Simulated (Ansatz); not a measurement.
# The perfect W wire along [100], 21 atoms a period

What gap, if any, does the W wire along [100], 21 atoms a period have, and how many channels would it open?

Calculated with Ansatz 0.2.0; DFT PBE, plane waves, PAW; relaxation of a wire's period; PAW set soft_1, in the first sound run; inputs show where later runs differ.

## Step 1: The structure

The cell holds 21 atoms: 21 W. Cell: a = 16.310 Å, b = 16.310 Å, c = 3.170 Å, α = 90.0°, β = 90.0°, γ = 90.0°. Vacuum lies along a and b. The structure's axis is c.

## Step 2: Relaxing the period

Band widths follow the bond lengths, so the wire is relaxed first. The atoms and the third cell vector are free; the box across stays fixed as vacuum. A Fermi-Dirac smearing is set since the result may be a metal. The pressure printed is a third of the stress's trace over the whole box, vacuum included; only the stress along the axis is relaxed.

Contents of input.yaml:

```yaml
crystal:
  lattice:
    - [16.31, 0.0, 0.0]
    - [0.0, 16.31, 0.0]
    - [0.0, 0.0, 3.17]
  atoms:
    - { symbol: W, position: [0.305640711, 0.305640711, 0.0] }
    - { symbol: W, position: [0.305640711, 0.5, 0.0] }
    - { symbol: W, position: [0.305640711, 0.694359289, 0.0] }
    - { symbol: W, position: [0.5, 0.305640711, 0.0] }
    - { symbol: W, position: [0.5, 0.5, 0.0] }
    - { symbol: W, position: [0.5, 0.694359289, 0.0] }
    - { symbol: W, position: [0.694359289, 0.305640711, 0.0] }
    - { symbol: W, position: [0.694359289, 0.5, 0.0] }
    - { symbol: W, position: [0.694359289, 0.694359289, 0.0] }
    - { symbol: W, position: [0.208461067, 0.402820356, 0.5] }
    - { symbol: W, position: [0.208461067, 0.597179644, 0.5] }
    - { symbol: W, position: [0.402820356, 0.208461067, 0.5] }
    - { symbol: W, position: [0.402820356, 0.402820356, 0.5] }
    - { symbol: W, position: [0.402820356, 0.597179644, 0.5] }
    - { symbol: W, position: [0.402820356, 0.791538933, 0.5] }
    - { symbol: W, position: [0.597179644, 0.208461067, 0.5] }
    - { symbol: W, position: [0.597179644, 0.402820356, 0.5] }
    - { symbol: W, position: [0.597179644, 0.597179644, 0.5] }
    - { symbol: W, position: [0.597179644, 0.791538933, 0.5] }
    - { symbol: W, position: [0.791538933, 0.402820356, 0.5] }
    - { symbol: W, position: [0.791538933, 0.597179644, 0.5] }
kpoints:
  mp_grid: { grid: [1, 1, 26] }
scf:
  occupations: { method: fermi_dirac, width: 0.05 }
hamiltonian:
  xc: pbe
  pseudopotentials: { kind: paw, azcp: { folder: soft_1 } }
relax:
  cell: { fix: [a, b, alpha, beta, gamma] }
  max_steps: 45
  f_tol: 0.03
```

Run with:

```bash
ansatz run input.yaml --threads 4 --pin off --max-ram 16384MiB --backend cpu --events-out ev --progress --plain --runs-dir out
```

Numbers of over 12 decimals in the logs are rounded to 6 here.

What it wrote:

```text
Engine: ansatz 0.2.0, aarch64-unknown-linux-gnu
Pseudopotentials: kind: paw
Pseudopotential: W, paw, valence charge 14, recommended cutoff 420 eV (normal), soft_1/W.paw.azcp
Functional definition: PBE
  parameter kappa = 0.804
  parameter beta = 0.066725
  exchange = pbe_x(kappa = kappa, mu = beta*pi^2/3)
  correlation = pbe_c(beta = beta)
Crystal: 21 atoms, lattice volume = 843.271 Å³
Basis set: ecut = 420 eV, 16483 PW (Γ), exchange–correlation on 240×240×48 points (8 copies of the dense FFT grid, shifted against one another)
Bands: 177, of which v1, the nominal top of the filled ones, is band 147 counted from 1 (146 counted from 0)
Symmetry: 16 space group operations
Space group: P4/mmm (ITA 123), of the structure as read, at distance tolerance 9.4e-5 Å
k-points: 14 of 26
Non-local potential: W, projectors of the file, l = 0: 3, l = 1: 2, l = 2: 2, l = 3: 1
PAW form: soft (Blöchl's): semilocal exchange-correlation on the pseudo side does not see the compensation charge
PAW one-centre angular grid: W, 590 points (default); XC on 64 Gauss nodes
Initial density: superposition of atomic densities (neutral atoms: chi_scale 0, normalization atom)
Initial wavefunctions: pseudopotential atomic-orbital guess
Functional: x = pbe(κ = 0.804, μ = 0.219515), c = pbe(β = 0.066725)
SCF iter   1: F=—  HF=-218092.087485 eV  |F-HF|=—  |Δ(HF+E_count)|=         —  Δρ=5.06e-2  dr2=1.67e2  ethr=3.10e-3  ⟨swp⟩=9.6  Hψ=11268  notcnv=0
preconditioner: auto → LDOS  [metal: Δε(μ)=0.026 eV  Ē_g=4.677 eV  σ=0.050 eV  W_gap=0.13  n_scr=158 (ndim 8)  ℏωp=14.4 eV  f_vac=0.453  D(μ)=16.47/eV (n_scr^D=68)  β→1.0]
SCF iter   2: F=—  HF=-218089.697659 eV  |F-HF|=—  |Δ(HF+E_count)|=    2.39e0  Δρ=5.38e-2  dr2=1.93e2  ethr=3.10e-3  ⟨swp⟩=6.0  Hψ=7110  notcnv=0  defer=85
SCF iter   3: F=—  HF=-218076.418474 eV  |F-HF|=—  |Δ(HF+E_count)|=    1.33e1  Δρ=1.04e-2  dr2=4.44e0  ethr=3.10e-3  ⟨swp⟩=4.4  Hψ=6117  notcnv=0  defer=61
SCF iter   4: F=—  HF=-218076.005895 eV  |F-HF|=—  |Δ(HF+E_count)|=   4.13e-1  Δρ=3.08e-3  dr2=2.22e-1  ethr=1.51e-3  ⟨swp⟩=3.1  Hψ=3989  notcnv=0  defer=58
SCF iter   5: F=—  HF=-218075.999408 eV  |F-HF|=—  |Δ(HF+E_count)|=   6.49e-3  Δρ=1.19e-3  dr2=4.36e-2  ethr=7.57e-5  ⟨swp⟩=2.9  Hψ=4010  notcnv=0  defer=60
SCF iter   6: F=—  HF=-218075.997078 eV  |F-HF|=—  |Δ(HF+E_count)|=   2.33e-3  Δρ=3.89e-4  dr2=2.84e-3  ethr=1.48e-5  ⟨swp⟩=2.4  Hψ=3743  notcnv=0  defer=60
SCF iter   7: F=—  HF=-218075.996978 eV  |F-HF|=—  |Δ(HF+E_count)|=   1.00e-4  Δρ=1.21e-4  dr2=2.70e-4  ethr=9.66e-7  ⟨swp⟩=3.4  Hψ=4660  notcnv=0  defer=60
SCF iter   8: F=—  HF=-218075.997087 eV  |F-HF|=—  |Δ(HF+E_count)|=   1.08e-4  Δρ=4.31e-5  dr2=2.67e-5  ethr=9.18e-8  ⟨swp⟩=2.3  Hψ=3320  notcnv=0  defer=60
SCF iter   9: F=—  HF=-218075.997096 eV  |F-HF|=—  |Δ(HF+E_count)|=   9.38e-6  Δρ=1.15e-5  dr2=2.45e-6  ethr=9.08e-9  ⟨swp⟩=2.9  Hψ=5016  notcnv=0  defer=60
SCF iter  10: F=—  HF=-218075.997097 eV  |F-HF|=—  |Δ(HF+E_count)|=   1.15e-6  Δρ=3.83e-6  dr2=3.36e-7  ethr=8.35e-10  ⟨swp⟩=2.1  Hψ=3340  notcnv=0  defer=60
SCF iter  11: F=-218075.997097 eV  HF=-218075.997097 eV  |F-HF|=1.74e-8  |Δ(HF+E_count)|=   5.81e-8  Δρ=1.48e-6  dr2=4.07e-8  ethr=3.40e-11  ⟨swp⟩=5.1  Hψ=8170  notcnv=0
SCF 1 converged in 11 iterations: F = -218075.997097 eV  dr2 = 4.07e-8
  greatest PAW one-centre occupation: 0.999 electrons in one spin orbital (limit 2), on the W atom at site 7 (counted from 0), in its partial waves of l = 0
relax step   1: F+E_penalty+E_count = -218075.99709717 eV  Δ(F+E_penalty+E_count) = +0.000e0 eV  max|allowed force component| = 2.167e0 eV/Å  Δτ_max = 0.0000 Å  P = -6.589 GPa  Ω = 843.271 Å³  fix = [a, b, alpha, beta, gamma]  reactions: a -6.002, b -6.002 GPa  (11 SCF iters, dr2 threshold 1.00e-7 eV, accepted)
Crystal: 21 atoms, lattice volume = 806.071 Å³
Basis set: ecut = 420 eV, 15659 PW (Γ), exchange–correlation on 240×240×48 points (8 copies of the dense FFT grid, shifted against one another)
Initial density: handed on by an earlier stage of this run
Initial wavefunctions: those handed on with the density
iter 1 solved again at ethr=2.42e-3 eV; its pass at ethr=3.10e-3 eV (dr2=7.12e0 eV) is discarded
SCF iter   1: F=—  HF=-218077.708023 eV  |F-HF|=—  |Δ(HF+E_count)|=         —  Δρ=1.78e-2  dr2=7.23e0  ethr=2.42e-3  ⟨swp⟩=2.5  Hψ=14524  notcnv=0
preconditioner: auto → LDOS  [metal: Δε(μ)=0.006 eV  Ē_g=4.600 eV  σ=0.050 eV  W_gap=0.03  n_scr=150 (ndim 8)  ℏωp=14.7 eV  f_vac=0.486  D(μ)=15.76/eV (n_scr^D=68)  β→1.0]
SCF iter   2: F=—  HF=-218077.573846 eV  |F-HF|=—  |Δ(HF+E_count)|=   1.34e-1  Δρ=1.27e-2  dr2=6.69e0  ethr=2.42e-3  ⟨swp⟩=3.9  Hψ=4816  notcnv=0  defer=27
SCF iter   3: F=—  HF=-218076.855453 eV  |F-HF|=—  |Δ(HF+E_count)|=   7.18e-1  Δρ=2.37e-3  dr2=1.45e-1  ethr=2.28e-3  ⟨swp⟩=2.1  Hψ=3839  notcnv=0  defer=101
SCF iter   4: F=—  HF=-218076.836949 eV  |F-HF|=—  |Δ(HF+E_count)|=   1.85e-2  Δρ=7.82e-4  dr2=1.33e-2  ethr=4.92e-5  ⟨swp⟩=3.0  Hψ=4606  notcnv=0  defer=101
SCF iter   5: F=—  HF=-218076.837121 eV  |F-HF|=—  |Δ(HF+E_count)|=   1.72e-4  Δρ=2.51e-4  dr2=1.59e-3  ethr=4.53e-6  ⟨swp⟩=2.5  Hψ=3826  notcnv=0  defer=101
SCF iter   6: F=—  HF=-218076.837434 eV  |F-HF|=—  |Δ(HF+E_count)|=   3.13e-4  Δρ=7.33e-5  dr2=6.96e-5  ethr=5.40e-7  ⟨swp⟩=2.5  Hψ=4216  notcnv=0  defer=101
SCF iter   7: F=—  HF=-218076.837486 eV  |F-HF|=—  |Δ(HF+E_count)|=   5.22e-5  Δρ=2.59e-5  dr2=1.23e-5  ethr=2.37e-8  ⟨swp⟩=2.9  Hψ=3793  notcnv=0  defer=101
SCF iter   8: F=-218076.837488 eV  HF=-218076.837489 eV  |F-HF|=5.05e-7  |Δ(HF+E_count)|=   2.80e-6  Δρ=9.19e-6  dr2=1.34e-6  ethr=7.14e-10  ⟨swp⟩=3.7  Hψ=9669  notcnv=0
SCF 2 converged in 8 iterations: F = -218076.837488 eV  dr2 = 1.34e-6
relax step   2: F+E_penalty+E_count = -218076.83748814 eV  Δ(F+E_penalty+E_count) = -8.404e-1 eV  max|allowed force component| = 2.329e0 eV/Å  Δτ_max = 0.1998 Å  P = +5.265 GPa  Ω = 806.071 Å³  energy of the carried Pulay correction = +7.616e-3 eV  fix = [a, b, alpha, beta, gamma]  reactions: a +3.882, b +3.882 GPa  (8 SCF iters, dr2 threshold 2.10e-6 eV, accepted)
Crystal: 21 atoms, lattice volume = 834.748 Å³
Basis set: ecut = 420 eV, 16323 PW (Γ), exchange–correlation on 240×240×48 points (8 copies of the dense FFT grid, shifted against one another)
iter 1 solved again at ethr=5.43e-4 eV; its pass at ethr=3.10e-3 eV (dr2=1.60e0 eV) is discarded
SCF iter   1: F=—  HF=-218078.211019 eV  |F-HF|=—  |Δ(HF+E_count)|=         —  Δρ=8.41e-3  dr2=1.64e0  ethr=5.43e-4  ⟨swp⟩=3.2  Hψ=14086  notcnv=0  defer=1
[...]
relax step   4: F+E_penalty+E_count = -218078.05387473 eV  Δ(F+E_penalty+E_count) = -5.285e-2 eV  max|allowed force component| = 8.876e-2 eV/Å  Δτ_max = 0.0301 Å  P = -0.269 GPa  Ω = 828.952 Å³  energy of the carried Pulay correction = +2.891e-3 eV  fix = [a, b, alpha, beta, gamma]  reactions: a -0.334, b -0.334 GPa  (7 SCF iters, dr2 threshold 2.10e-6 eV, accepted)
[...]
relax step   5: F+E_penalty+E_count = -218078.05715231 eV  Δ(F+E_penalty+E_count) = -3.278e-3 eV  max|allowed force component| = 7.496e-2 eV/Å  Δτ_max = 0.0135 Å  P = -0.145 GPa  Ω = 830.405 Å³  energy of the carried Pulay correction = +2.596e-3 eV  fix = [a, b, alpha, beta, gamma]  reactions: a -0.111, b -0.111 GPa  (7 SCF iters, dr2 threshold 4.92e-7 eV, accepted)
[...]
relax step   6: F+E_penalty+E_count = -218078.06067337 eV  Δ(F+E_penalty+E_count) = -3.521e-3 eV  max|allowed force component| = 7.495e-3 eV/Å  Δτ_max = 0.0064 Å  P = -0.042 GPa  Ω = 829.170 Å³  energy of the carried Pulay correction = +2.847e-3 eV  fix = [a, b, alpha, beta, gamma]  reactions: a -0.058, b -0.058 GPa  (6 SCF iters, dr2 threshold 3.51e-7 eV, accepted)
Initial wavefunctions: pseudopotential atomic-orbital guess (no wavefunctions were taken with the density)
iter 1 solved again at ethr=1.75e-6 eV; its pass at ethr=3.10e-3 eV (dr2=5.14e-3 eV) is discarded
SCF iter   1: F=—  HF=-218078.057603 eV  |F-HF|=—  |Δ(HF+E_count)|=         —  Δρ=3.28e-5  dr2=1.44e-6  ethr=1.75e-6  ⟨swp⟩=4.2  Hψ=17521  notcnv=0
eigensolver tolerance schedule: the retry pair's looser diagonalisation over-reported the residual by 3577.50 of it (diagonalisation noise at an unbounded share of the residual, at the tolerance the schedule requests for it); recorded, not acted on — ethr = c·dr2/N_el stays at c = 1.0e-1
preconditioner: auto → LDOS  [metal: Δε(μ)=0.059 eV  Ē_g=4.324 eV  σ=0.050 eV  W_gap=0.28  n_scr=158 (ndim 8)  ℏωp=14.5 eV  f_vac=0.480  D(μ)=16.93/eV (n_scr^D=68)  β→1.0]
SCF iter   2: F=—  HF=-218078.057652 eV  |F-HF|=—  |Δ(HF+E_count)|=   4.95e-5  Δρ=5.13e-6  dr2=2.43e-7  ethr=4.89e-10  ⟨swp⟩=4.0  Hψ=6937  notcnv=0
SCF iter   3: F=—  HF=-218078.057652 eV  |F-HF|=—  |Δ(HF+E_count)|=   1.77e-8  Δρ=2.05e-6  dr2=9.70e-8  ethr=8.25e-11  ⟨swp⟩=2.1  Hψ=4247  notcnv=0
SCF iter   4: F=—  HF=-218078.057652 eV  |F-HF|=—  |Δ(HF+E_count)|=   7.10e-9  Δρ=8.61e-7  dr2=6.61e-9  ethr=3.30e-11  ⟨swp⟩=2.4  Hψ=3412  notcnv=0
SCF iter   5: F=—  HF=-218078.057652 eV  |F-HF|=—  |Δ(HF+E_count)|=   1.69e-9  Δρ=3.18e-7  dr2=1.26e-9  ethr=2.25e-12  ⟨swp⟩=4.0  Hψ=6033  notcnv=0
SCF iter   6: F=—  HF=-218078.057652 eV  |F-HF|=—  |Δ(HF+E_count)|=  1.46e-10  Δρ=1.41e-7  dr2=2.24e-10  ethr=1.00e-12  ⟨swp⟩=1.9  Hψ=2913  notcnv=0
SCF iter   7: F=-218078.057652 eV  HF=-218078.057652 eV  |F-HF|=5.82e-11  |Δ(HF+E_count)|=  2.91e-11  Δρ=4.78e-8  dr2=4.12e-11  ethr=1.00e-12  ⟨swp⟩=5.1  Hψ=8200  notcnv=0
SCF 7 converged in 7 iterations: F = -218078.057652 eV  dr2 = 4.12e-11
relax step   7: F+E_penalty+E_count = -218078.05765232 eV  Δ(F+E_penalty+E_count) = +3.021e-3 eV  max|allowed force component| = 7.446e-3 eV/Å  Δτ_max = 0.0000 Å  P = -0.040 GPa  Ω = 829.170 Å³  fix = [a, b, alpha, beta, gamma]  reactions: a -0.056, b -0.056 GPa  stress off target by 9.79e-3 GPa on what of the cell is left free  SCF on the basis re-selected at this cell (its energy is not comparable with the rows above)  (7 SCF iters)
basis re-selected at this cell: Δ(F+E_penalty+E_count) = +3.021e-3 eV, ΔP = +0.001 GPa vs the last step (what re-selecting the basis moved, of the pressure what is left beyond the Pulay correction that the steps carried, after the strain that the cell walked since its last selection, with what the two solves' SCF thresholds leave and, on support functions, any second-order correction that the steps lacked; it is no m [...]
SCF converged after 7 iterations
Free energy (F): -218078.057652 eV
Harris-Foulkes:  -218078.057652 eV  (|F-HF|=5.82e-11)
Internal energy: -218077.912708 eV  (E = F + TS)
E sigma→0 (E₀):  -218077.985180 eV
Entropy (-TS):   -0.144944 eV (-6.902 meV/atom)
Fermi energy:    6.616539 eV
--- Per-component energies (eV) ---
  E_band       = -6363.113817
  E_kinetic    = 8846.648339
  E_local      = -160689.447571  (includes V_loc(G=0)·N_el)
  E_nonlocal   = -519.503634
  E_hartree    = 77121.200917
  E_xc         = -5598.406781
  E_vxc        = -4826.464183  (∫ρ·V_xc dr)
  E_paw        = -180137.612370  (= ΣΔE_a)
  E_vpaw       = -3416.749832  (= ΣTr[D̂ρ^β])
  E_aug_tail   = 0.003159  (compensation charges beyond the density's cutoff)
  E_ewald      = 42899.205233
  E_smearing   = -0.144944  (= −TS)
  E_closure    = 0.000000  (closes the sum)
  Σ components = -218078.057652   (vs F -218078.057652, Δ=0.00e0)
--- Forces (eV/Å), atoms counted from 1 ---
  atom   1  W      0.00744552     0.00744552     0.00000000
  atom   2  W     -0.00124627     0.00000000     0.00000000
  atom   3  W      0.00744552    -0.00744552     0.00000000
  atom   4  W     -0.00000000    -0.00124627     0.00000000
  atom   5  W      0.00000000     0.00000000     0.00000000
  atom   6  W     -0.00000000     0.00124627     0.00000000
  atom   7  W     -0.00744552     0.00744552     0.00000000
  atom   8  W      0.00124627    -0.00000000     0.00000000
  atom   9  W     -0.00744552    -0.00744552     0.00000000
  atom  10  W      0.00250353    -0.00222005     0.00000000
  atom  11  W      0.00250353     0.00222005     0.00000000
  atom  12  W     -0.00222005     0.00250353     0.00000000
  atom  13  W     -0.00667221    -0.00667221     0.00000000
  atom  14  W     -0.00667221     0.00667221     0.00000000
  atom  15  W     -0.00222005    -0.00250353     0.00000000
  atom  16  W      0.00222005     0.00250353     0.00000000
  atom  17  W      0.00667221    -0.00667221     0.00000000
  atom  18  W      0.00667221     0.00667221     0.00000000
  atom  19  W      0.00222005    -0.00250353     0.00000000
  atom  20  W     -0.00250353    -0.00222005     0.00000000
  atom  21  W     -0.00250353     0.00222005     0.00000000
  max |Σ_I F_I| component: 6.07e-18 eV/Å
--- Stress (GPa, compression-positive) ---
       -0.055761       0.000000       0.000000
        0.000000      -0.055761       0.000000
        0.000000       0.000000      -0.009792
  P = ⅓ Tr σ = -0.0404 GPa (-0.404 kbar)
--- Relaxed structure (6 steps of the walk, 6 accepted, 1 SCFs on fresh bases) ---
  F+E_penalty+E_count = -218078.05765232 eV   max|allowed force component| = 7.446e-3 eV/Å   (the final SCF, on the basis selected at the relaxed cell)
  cell:  # Å, volume = 829.1697 Å³
    - [16.31, 0.0, 0.0]
    - [0.0, 16.31, 0.0]
    - [0.0, 0.0, 3.116991]
  atoms:
    - { symbol: W, position: [0.306168, 0.306168, 0.0] }
    - { symbol: W, position: [0.304030, 0.5, 0.0] }
    - { symbol: W, position: [0.306168, 0.693832, 0.0] }
    - { symbol: W, position: [0.5, 0.304030, 0.0] }
    - { symbol: W, position: [0.5, 0.5, 0.0] }
    - { symbol: W, position: [0.5, 0.695970, 0.0] }
    - { symbol: W, position: [0.693832, 0.306168, 0.0] }
    - { symbol: W, position: [0.695970, 0.5, 0.0] }
    - { symbol: W, position: [0.693832, 0.693832, 0.0] }
    - { symbol: W, position: [0.218802, 0.402089, 0.500000] }
    - { symbol: W, position: [0.218802, 0.597911, 0.500000] }
    - { symbol: W, position: [0.402089, 0.218802, 0.500000] }
    - { symbol: W, position: [0.402871, 0.402871, 0.500000] }
    - { symbol: W, position: [0.402871, 0.597129, 0.500000] }
    - { symbol: W, position: [0.402089, 0.781198, 0.500000] }
    - { symbol: W, position: [0.597911, 0.218802, 0.500000] }
    - { symbol: W, position: [0.597129, 0.402871, 0.500000] }
    - { symbol: W, position: [0.597129, 0.597129, 0.500000] }
    - { symbol: W, position: [0.597911, 0.781198, 0.500000] }
    - { symbol: W, position: [0.781198, 0.402089, 0.500000] }
    - { symbol: W, position: [0.781198, 0.597911, 0.500000] }
```

The job ended after 7.1 min (4 threads of Arm Neoverse V1, shared host; peak memory 3.7 GiB; 28 min of CPU time).

(Continued in part 2 of 2.)

[Logs are printed without paths, hosts, clocks, repeated set-up lines and the standing remarks that a program may print on its own settings, such as how far it seeks lower states.]

[Hosts, paths, dates, database ids (printed as entryN), source tags and the programs' standing remarks are cut or masked in the printed files.]
